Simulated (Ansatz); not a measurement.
## Resistivity from frozen vibrations: Al(111) with 4 thermally displaced layers, 2x2

How much do lattice vibrations at 800 K scatter the electrons of Al? Layers with random displacements are laid between perfect leads, and the resistance is followed against their length.

Main program and level: Ansatz 0.2.0; Ansatz plane-wave DFT, PBE, PAW files; ballistic transport by layer matching (Landauer), zero bias; PAW set soft_1.

### 1. Starting point

The cell holds 40 atoms: 40 Al. Its edges and angles: a = 5.725 Å, b = 5.725 Å, c = 23.429 Å, α = 93.5°, β = 86.5°, γ = 120.0°. It derives from Al. Regions: lead, 24 atoms (24 Al); scattering region, 16 atoms (16 Al). The structure is stacked along c, and the current runs across the ab planes.

### 2. With 4 displaced layers

Each atom of 4 layers is moved at random, by amounts drawn from a normal law 0.1541 Å wide in each direction from the Debye model (428 K) at 800 K. The layers about the cell's end stay perfect and serve as the lead. Disorder leaves little or no symmetry, which makes such runs dear. Energies from -0.05 to 0.05 eV in steps of 0.05 eV are too few for the program's thermal sum, so it prints no conductance; for a metal the transmission near the Fermi level serves, at a fraction of the cost.

The input, input.yaml:

```yaml
crystal:
  lattice:
    - [5.7246940741, 0.0, 0.0]
    - [-2.862347037, 4.957730497, 0.0]
    - [1.4311735185, -0.8262884162, 23.3709656917]
  atoms:
    - { symbol: Al, position: [0.9916666667, 0.0083333333, 0.05] }
    - { symbol: Al, position: [0.9916666667, 0.5083333333, 0.05] }
    - { symbol: Al, position: [0.4916666667, 0.0083333333, 0.05] }
    - { symbol: Al, position: [0.4916666667, 0.5083333333, 0.05] }
    - { symbol: Al, position: [0.1416666667, 0.3583333333, 0.15] }
    - { symbol: Al, position: [0.1416666667, 0.8583333333, 0.15] }
    - { symbol: Al, position: [0.6416666667, 0.3583333333, 0.15] }
    - { symbol: Al, position: [0.6416666667, 0.8583333333, 0.15] }
    - { symbol: Al, position: [0.2916666667, 0.2083333333, 0.25] }
    - { symbol: Al, position: [0.2916666667, 0.7083333333, 0.25] }
    - { symbol: Al, position: [0.7916666667, 0.2083333333, 0.25] }
    - { symbol: Al, position: [0.7916666667, 0.7083333333, 0.25] }
    - { symbol: Al, position: [0.9623711651, 0.1019389354, 0.358074455] }
    - { symbol: Al, position: [0.923880733, 0.5484931827, 0.3465230125] }
    - { symbol: Al, position: [0.4553091557, 0.0574115852, 0.3549241369] }
    - { symbol: Al, position: [0.4163947299, 0.6069144478, 0.3493642331] }
    - { symbol: Al, position: [0.1082736799, 0.4036724022, 0.4475006437] }
    - { symbol: Al, position: [0.1171666008, 0.9337360075, 0.4486647422] }
    - { symbol: Al, position: [0.5991661941, 0.4286879507, 0.4442619373] }
    - { symbol: Al, position: [0.5577811575, 0.9198722237, 0.4455790313] }
    - { symbol: Al, position: [0.1778437207, 0.2325193969, 0.5469171793] }
    - { symbol: Al, position: [0.1863186305, 0.7119890147, 0.5502415493] }
    - { symbol: Al, position: [0.763010761, 0.2502707011, 0.545097551] }
    - { symbol: Al, position: [0.7635041308, 0.7802947889, 0.5480220622] }
    - { symbol: Al, position: [0.9227598761, 0.1405176572, 0.6486355584] }
    - { symbol: Al, position: [0.8749009359, 0.6194100413, 0.6516320426] }
    - { symbol: Al, position: [0.402006744, 0.0676826057, 0.6456380568] }
    - { symbol: Al, position: [0.342022269, 0.5545804752, 0.6508335695] }
    - { symbol: Al, position: [0.0416666667, 0.4583333333, 0.75] }
    - { symbol: Al, position: [0.0416666667, 0.9583333333, 0.75] }
    - { symbol: Al, position: [0.5416666667, 0.4583333333, 0.75] }
    - { symbol: Al, position: [0.5416666667, 0.9583333333, 0.75] }
    - { symbol: Al, position: [0.1916666667, 0.3083333333, 0.85] }
    - { symbol: Al, position: [0.1916666667, 0.8083333333, 0.85] }
    - { symbol: Al, position: [0.6916666667, 0.3083333333, 0.85] }
    - { symbol: Al, position: [0.6916666667, 0.8083333333, 0.85] }
    - { symbol: Al, position: [0.8416666667, 0.1583333333, 0.95] }
    - { symbol: Al, position: [0.8416666667, 0.6583333333, 0.95] }
    - { symbol: Al, position: [0.3416666667, 0.1583333333, 0.95] }
    - { symbol: Al, position: [0.3416666667, 0.6583333333, 0.95] }
kpoints:
  mp_grid: { grid: [5, 5, 1] }
hamiltonian:
  xc: pbe
  pseudopotentials: { kind: paw, azcp: { folder: soft_1 } }
scf:
  occupations: { method: fermi_dirac, width: 0.1 }
output:
  transmission:
    leads: [[0, 4]]
    kmesh: [10, 10]
    e_range: [-0.05, 0.05]
    de: 0.05
  write_potential: true
  write_density: true
  volumetric_format: npy
```

On the command line:

```console
$ ansatz run input.yaml --threads 4 --pin off --max-ram 15360MiB --backend cpu --events-out ev --progress --plain --runs-dir out
```

Numbers of over 12 decimals in the logs are rounded to 6 here.

The program printed:

```text
Engine: ansatz 0.2.0, aarch64-unknown-linux-gnu
Pseudopotentials: kind: paw
Pseudopotential: Al, paw, valence charge 3, recommended cutoff 420 eV (normal), soft_1/Al.paw.azcp
Functional definition: PBE
  parameter kappa = 0.804
  parameter beta = 0.066725
  exchange = pbe_x(kappa = kappa, mu = beta*pi^2/3)
  correlation = pbe_c(beta = beta)
Crystal: 40 atoms, lattice volume = 663.303 Å³
Basis set: ecut = 420 eV, 13043 PW (Γ)
Bands: 100, of which v1, the nominal top of the filled ones, is band 60 counted from 1 (59 counted from 0)
Symmetry: 1 space group operations
Space group: P1 (ITA 1), of the structure as read, at distance tolerance 8.7e-5 Å
k-points: 13 of 25 (time reversal used)
Non-local potential: Al, projectors of the file, l = 0: 2, l = 1: 2, l = 2: 1
PAW form: soft (Blöchl's): semilocal exchange-correlation on the pseudo side does not see the compensation charge
PAW one-centre angular grid: Al, 110 points (default); XC on 64 Gauss nodes
Initial density: superposition of atomic densities (chi_scale 0.1, normalization cell)
Initial wavefunctions: pseudopotential atomic-orbital guess
Functional: x = pbe(κ = 0.804, μ = 0.219515), c = pbe(β = 0.066725)
SCF iter   1: F=—  HF=-21499.905487 eV  |F-HF|=—  |Δ(HF+E_count)|=         —  Δρ=2.46e-2  dr2=7.89e0  ethr=3.10e-3  ⟨swp⟩=6.8  Hψ=6231  notcnv=0  defer=16
preconditioner: auto → Kerker (q_TF=auto, 2.052 Å⁻¹)  [metal: Δε(μ)=0.011 eV  Ē_g=6.740 eV  σ=0.100 eV  W_gap=0.03  n_scr=86 (ndim 8)  ℏωp=15.8 eV  f_vac=0.000  D(μ)=18.53/eV (n_scr^D=122)]
SCF iter   2: F=—  HF=-21498.872953 eV  |F-HF|=—  |Δ(HF+E_count)|=    1.03e0  Δρ=1.58e-2  dr2=2.41e0  ethr=3.10e-3  ⟨swp⟩=1.2  Hψ=1499  notcnv=0  defer=59
SCF iter   3: F=—  HF=-21497.937173 eV  |F-HF|=—  |Δ(HF+E_count)|=   9.36e-1  Δρ=2.25e-3  dr2=4.98e-2  ethr=2.01e-3  ⟨swp⟩=2.6  Hψ=1809  notcnv=0  defer=113
SCF iter   4: F=—  HF=-21497.918994 eV  |F-HF|=—  |Δ(HF+E_count)|=   1.82e-2  Δρ=2.95e-4  dr2=1.75e-3  ethr=4.15e-5  ⟨swp⟩=1.6  Hψ=1496  notcnv=0  defer=114
SCF iter   5: F=—  HF=-21497.918577 eV  |F-HF|=—  |Δ(HF+E_count)|=   4.16e-4  Δρ=4.00e-5  dr2=3.45e-5  ethr=1.46e-6  ⟨swp⟩=1.0  Hψ=1186  notcnv=0  defer=114
SCF iter   6: F=—  HF=-21497.918596 eV  |F-HF|=—  |Δ(HF+E_count)|=   1.81e-5  Δρ=8.32e-6  dr2=1.13e-6  ethr=2.87e-8  ⟨swp⟩=2.3  Hψ=2086  notcnv=0  defer=114
SCF iter   7: F=-21497.918595 eV  HF=-21497.918595 eV  |F-HF|=2.41e-8  |Δ(HF+E_count)|=   1.54e-7  Δρ=1.54e-6  dr2=3.66e-8  ethr=8.33e-11  ⟨swp⟩=13.6  Hψ=5103  notcnv=0
SCF 1 converged in 7 iterations: F = -21497.918595 eV  dr2 = 3.66e-8
  greatest PAW one-centre occupation: 0.461 electrons in one spin orbital (limit 2), on the Al atom at site 20 (counted from 0), in its partial waves of l = 0
transmission: 159 of 1508 steps passed
transmission: 306 of 1508 steps passed
[...]
transmission: 1508 of 1508 steps passed
SCF converged after 7 iterations
Free energy (F): -21497.918595 eV
Harris-Foulkes:  -21497.918595 eV  (|F-HF|=2.41e-8)
Internal energy: -21497.291716 eV  (E = F + TS)
E sigma→0 (E₀):  -21497.605156 eV
Entropy (-TS):   -0.626880 eV (-15.672 meV/atom)
Fermi energy:    7.911677 eV
--- Per-component energies (eV) ---
  E_band       = 413.893126
  E_kinetic    = 903.091403
  E_local      = 389.713669  (includes V_loc(G=0)·N_el)
  E_nonlocal   = 402.880742
  E_hartree    = 13.023884
  E_xc         = -1507.804583
  E_vxc        = -1167.024456  (∫ρ·V_xc dr)
  E_paw        = -18777.385372  (= ΣΔE_a)
  E_vpaw       = -140.815986  (= ΣTr[D̂ρ^β])
  E_aug_tail   = -0.000082  (compensation charges beyond the density's cutoff)
  E_ewald      = -2920.811376
  E_smearing   = -0.626880  (= −TS)
  E_closure    = 0.000000  (closes the sum)
  Σ components = -21497.918595   (vs F -21497.918595, Δ=0.00e0)
--- Band table (eV; the first three rows and the last of 13) ---
  k-point 0: bands = [... 56 lower, 6.3074, 6.6954, 6.7364, 6.7553, 6.7756, 7.0889, 7.1506, 7.1908, ... 36 higher]
  k-point 1: bands = [... 56 lower, 6.7329, 6.8374, 7.0429, 7.2031, 7.2911, 7.3778, 7.5310, 7.6222, ... 36 higher]
  k-point 2: bands = [... 56 lower, 7.8164, 7.8754, 8.0205, 8.0738, 8.1404, 8.1721, 8.2171, 8.3436, ... 36 higher]
  k-point 12: bands = [... 56 lower, 7.4689, 7.5364, 7.7784, 7.9288, 7.9657, 8.0066, 8.0660, 8.1036, ... 36 higher]
--- Transmission ---
  basis      : 253 plane waves across, 29 finite elements along
  points     : 52, standing for a mesh of 10 x 10
  energies   : 3 from -0.050000 to 0.050000 eV about the Fermi level, 0.050000 eV apart; the leads are filled to 0.000000 eV, and channels, transmission and decay are at 0.000000 eV
  crystal 0  : Al4, at the sites [0, 4], period 2.3371 Å, over 14.02 Å; its Hamiltonian steps by up to 7.4 meV
    offset         : up to 0.0000 Å between an atom of the period and one for which it stands
    channels       : 5.410000e0 a spin
    conductance    : none, the energies end too early or step too widely for 300 K: set another output.transmission.e_range or a lower de, or, where they end at an eighth of basis.ecutwfc, a higher one
  junction   : crystal 0 to crystal 0, 0.70 to 21.73 Å
    transmission   : 4.814860e0 a spin
    conductance    : none, the energies end too early or step too widely for 300 K: set another output.transmission.e_range or a lower de, or, where they end at an eighth of basis.ecutwfc, a higher one
```

The job ended after 6.6 min (4 threads of Arm Neoverse V1, shared host; peak memory 1.7 GiB; 21 min of CPU time).

This step gave:

* free energy: -21497.9186 eV
* energy at zero smearing: -21497.6052 eV
* Fermi energy: 7.912 eV
* cell area: 28.38 Å²
* transmission per spin nearest the Fermi level: 4.815
* open channels per spin nearest the Fermi level: 5.41
* step of the lead's potential: 7.4 meV

Per spin. Transmission, zone mean against energy, zero at the Fermi level:

```csv
energy (eV),"transmission, zone mean"
-0.0500,4.71
0.0000,4.81
0.0500,4.92
```

Per spin. Open channels, zone mean, lead against energy, zero at the Fermi level:

```csv
energy (eV),"open channels, zone mean, lead"
-0.0500,5.29
0.0000,5.41
0.0500,5.59
```

Transmission over k1 and k2. At 0.0000 eV from the Fermi level.

Ten even steps from '_' (2.93) to '@' (6.77):
```
====++..++++--__..__
::**--@@@@--++..::::
::::@@@@%%@@@@::..__
==**@@@@####%%@@++--
..====@@##@@##@@====
==--++@@%%####@@@@**
::__..::@@@@%%@@@@::
::::::..++--@@@@--**
==__..__--++++..++==
..--....--..--....--
```
Columns: k1 (b1) from -0.5 to 0.4; rows upwards: k2 (b2) from -0.5 to 0.4.

Open channels over k1 and k2. At 0.0000 eV from the Fermi level.

Ten even steps from '_' (3.00) to '@' (7.00):
```
++####++####++__::__
::##++@@@@++##::::::
::++@@@@@@@@@@++::__
++##@@@@####@@@@##++
::##++@@##@@##@@++##
++++##@@@@####@@@@##
::__::++@@@@@@@@@@++
::::::::##++@@@@++##
++__::__++####++####
::++::::++::++::::++
```
Columns: k1 (b1) from -0.5 to 0.4; rows upwards: k2 (b2) from -0.5 to 0.4.

Over the solved energies the transmission per spin lies between 4.71 and 4.92, out of 5.43 channels of the lead on average (up to 5.59).

### 3. With 8 displaced layers

Each atom of 8 layers is moved at random, by amounts drawn from a normal law 0.1541 Å wide in each direction from the Debye model (428 K) at 800 K. A fresh draw is used; the growth of the resistance with length is what counts.

System of this step: Al(111) with 8 thermally displaced layers, 2x2. The cell holds 56 atoms: 56 Al. Cell: a = 5.725 Å, b = 5.725 Å, c = 32.761 Å, α = 87.5°, β = 92.5°, γ = 120.0°. It derives from Al. Regions: lead, 24 atoms (24 Al); scattering region, 32 atoms (32 Al). The structure is stacked along c, and the current runs across the ab planes.

The input, input.yaml:

```yaml
crystal:
  lattice:
    - [5.7246940741, 0.0, 0.0]
    - [-2.862347037, 4.957730497, 0.0]
    - [-1.4311735185, 0.8262884162, 32.7193519684]
  atoms:
    - { symbol: Al, position: [0.005952381, 0.994047619, 0.0357142857] }
    - { symbol: Al, position: [0.005952381, 0.494047619, 0.0357142857] }
    - { symbol: Al, position: [0.505952381, 0.994047619, 0.0357142857] }
    - { symbol: Al, position: [0.505952381, 0.494047619, 0.0357142857] }
    - { symbol: Al, position: [0.1845238095, 0.3154761905, 0.1071428571] }
    - { symbol: Al, position: [0.1845238095, 0.8154761905, 0.1071428571] }
    - { symbol: Al, position: [0.6845238095, 0.3154761905, 0.1071428571] }
    - { symbol: Al, position: [0.6845238095, 0.8154761905, 0.1071428571] }
    - { symbol: Al, position: [0.3630952381, 0.1369047619, 0.1785714286] }
    - { symbol: Al, position: [0.3630952381, 0.6369047619, 0.1785714286] }
    - { symbol: Al, position: [0.8630952381, 0.1369047619, 0.1785714286] }
    - { symbol: Al, position: [0.8630952381, 0.6369047619, 0.1785714286] }
    - { symbol: Al, position: [0.0454797643, 0.9342847832, 0.256525302] }
    - { symbol: Al, position: [0.0738535319, 0.4775164024, 0.2518917228] }
    - { symbol: Al, position: [0.5471722922, 0.9164546176, 0.2528911232] }
    - { symbol: Al, position: [0.5306933672, 0.4031216892, 0.2516342374] }
    - { symbol: Al, position: [0.2252978537, 0.3043956074, 0.3193609357] }
    - { symbol: Al, position: [0.2243871605, 0.791105204, 0.3173020718] }
    - { symbol: Al, position: [0.7351049954, 0.2761131994, 0.3237477752] }
    - { symbol: Al, position: [0.723546783, 0.8130451711, 0.3242785942] }
    - { symbol: Al, position: [0.4048270157, 0.1198424544, 0.3987895935] }
    - { symbol: Al, position: [0.4232600788, 0.5515918465, 0.3970159954] }
    - { symbol: Al, position: [0.909078358, 0.099063458, 0.388116547] }
    - { symbol: Al, position: [0.9134853006, 0.561531697, 0.3955270077] }
    - { symbol: Al, position: [0.087325561, 0.8731400497, 0.4628610945] }
    - { symbol: Al, position: [0.0471239812, 0.4290154681, 0.4714172237] }
    - { symbol: Al, position: [0.6037632749, 0.8678079405, 0.4615781591] }
    - { symbol: Al, position: [0.6211905414, 0.4713740842, 0.4662692834] }
    - { symbol: Al, position: [0.240473682, 0.2532952712, 0.5356360224] }
    - { symbol: Al, position: [0.2393591859, 0.7209169003, 0.5375379729] }
    - { symbol: Al, position: [0.7626201441, 0.241331743, 0.5346703108] }
    - { symbol: Al, position: [0.7147603021, 0.7279907665, 0.5413957097] }
    - { symbol: Al, position: [0.4080699076, 0.0196841944, 0.6134270276] }
    - { symbol: Al, position: [0.4816039889, 0.6309447755, 0.60743724] }
    - { symbol: Al, position: [0.9006486939, 0.0194455192, 0.6133770891] }
    - { symbol: Al, position: [0.9904182926, 0.5404700716, 0.604095586] }
    - { symbol: Al, position: [0.1160262952, 0.8613106465, 0.6772973126] }
    - { symbol: Al, position: [0.1075214781, 0.3920114015, 0.6837271577] }
    - { symbol: Al, position: [0.6276391313, 0.9157933058, 0.6765940839] }
    - { symbol: Al, position: [0.5875528742, 0.321588449, 0.6717433197] }
    - { symbol: Al, position: [0.3043734454, 0.189536808, 0.7527309407] }
    - { symbol: Al, position: [0.3274489484, 0.7487914941, 0.7538232142] }
    - { symbol: Al, position: [0.8167559786, 0.2054107401, 0.746711629] }
    - { symbol: Al, position: [0.763505716, 0.6940520873, 0.7446793983] }
    - { symbol: Al, position: [0.4702380952, 0.0297619048, 0.8214285714] }
    - { symbol: Al, position: [0.4702380952, 0.5297619048, 0.8214285714] }
    - { symbol: Al, position: [0.9702380952, 0.0297619048, 0.8214285714] }
    - { symbol: Al, position: [0.9702380952, 0.5297619048, 0.8214285714] }
    - { symbol: Al, position: [0.1488095238, 0.8511904762, 0.8928571429] }
    - { symbol: Al, position: [0.1488095238, 0.3511904762, 0.8928571429] }
    - { symbol: Al, position: [0.6488095238, 0.8511904762, 0.8928571429] }
    - { symbol: Al, position: [0.6488095238, 0.3511904762, 0.8928571429] }
    - { symbol: Al, position: [0.3273809524, 0.1726190476, 0.9642857143] }
    - { symbol: Al, position: [0.3273809524, 0.6726190476, 0.9642857143] }
    - { symbol: Al, position: [0.8273809524, 0.1726190476, 0.9642857143] }
    - { symbol: Al, position: [0.8273809524, 0.6726190476, 0.9642857143] }
kpoints:
  mp_grid: { grid: [5, 5, 1] }
hamiltonian:
  xc: pbe
  pseudopotentials: { kind: paw, azcp: { folder: soft_1 } }
scf:
  occupations: { method: fermi_dirac, width: 0.1 }
output:
  transmission:
    leads: [[0, 4]]
    kmesh: [10, 10]
    e_range: [-0.05, 0.05]
    de: 0.05
  write_potential: true
  write_density: true
  volumetric_format: npy
```

The program printed:

```text
[...]
Crystal: 56 atoms, lattice volume = 928.624 Å³
Basis set: ecut = 420 eV, 18271 PW (Γ)
Bands: 140, of which v1, the nominal top of the filled ones, is band 84 counted from 1 (83 counted from 0)
Symmetry: 1 space group operations
[...]
k-points: 13 of 25 (time reversal used)
[...]
SCF iter   1: F=—  HF=-30098.014570 eV  |F-HF|=—  |Δ(HF+E_count)|=         —  Δρ=2.60e-2  dr2=2.05e1  ethr=3.10e-3  ⟨swp⟩=6.8  Hψ=8719  notcnv=0  defer=52
[...]
SCF iter   8: F=-30094.606762 eV  HF=-30094.606762 eV  |F-HF|=5.26e-9  |Δ(HF+E_count)|=   8.49e-9  Δρ=6.14e-7  dr2=8.22e-9  ethr=5.95e-11  ⟨swp⟩=13.2  Hψ=7275  notcnv=0
SCF 1 converged in 8 iterations: F = -30094.606762 eV  dr2 = 8.22e-9
[...]
transmission: 222 of 2132 steps passed
transmission: 432 of 2132 steps passed
[...]
transmission: 2132 of 2132 steps passed
SCF converged after 8 iterations
Free energy (F): -30094.606762 eV
[...]
Internal energy: -30093.732563 eV  (E = F + TS)
E sigma→0 (E₀):  -30094.169662 eV
Entropy (-TS):   -0.874199 eV (-15.611 meV/atom)
Fermi energy:    7.907975 eV
[...]
--- Band table (eV; the first three rows and the last of 13) ---
  k-point 0: bands = [... 80 lower, 6.5062, 6.5669, 6.5807, 6.9540, 7.0092, 7.0551, 7.1035, 7.1803, ... 52 higher]
  k-point 1: bands = [... 80 lower, 6.9706, 7.0052, 7.1093, 7.1420, 7.1719, 7.5600, 7.6058, 7.6636, ... 52 higher]
  k-point 2: bands = [... 80 lower, 7.9491, 8.0088, 8.0647, 8.0899, 8.1257, 8.1746, 8.2266, 8.2576, ... 52 higher]
  k-point 12: bands = [... 80 lower, 7.7191, 7.8370, 7.8689, 7.8958, 7.9628, 7.9758, 7.9985, 8.0186, ... 52 higher]
--- Transmission ---
  basis      : 253 plane waves across, 41 finite elements along
  points     : 52, standing for a mesh of 10 x 10
[...]
channels       : 5.530000e0 a spin
[...]
junction   : crystal 0 to crystal 0, 0.70 to 31.08 Å
    transmission   : 4.315521e0 a spin
[...]
```

Run time: 9.5 min. Hardware: 4 threads; peak memory 3.1 GiB.

Numbers from this step:

* free energy: -30094.6068 eV
* energy at zero smearing: -30094.1697 eV
* Fermi energy: 7.908 eV
* transmission per spin nearest the Fermi level: 4.316
* open channels per spin nearest the Fermi level: 5.53
* step of the lead's potential: 7 meV

Per spin. Table of transmission, zone mean by energy, zero at the Fermi level:

```csv
energy (eV),"transmission, zone mean"
-0.0500,4.15
0.0000,4.32
0.0500,4.32
```

Over the solved energies the transmission per spin lies between 4.15 and 4.32, out of 5.47 channels of the lead on average (up to 5.59).

(Part 1 of 2 ends here.)

[Logs are printed without paths, hosts, clocks, repeated set-up lines and the standing remarks that a program may print on its own settings, such as how far it seeks lower states.]

[Hosts, paths, dates, database ids (printed as entryN), source tags and the programs' standing remarks are cut or masked in the printed files.]
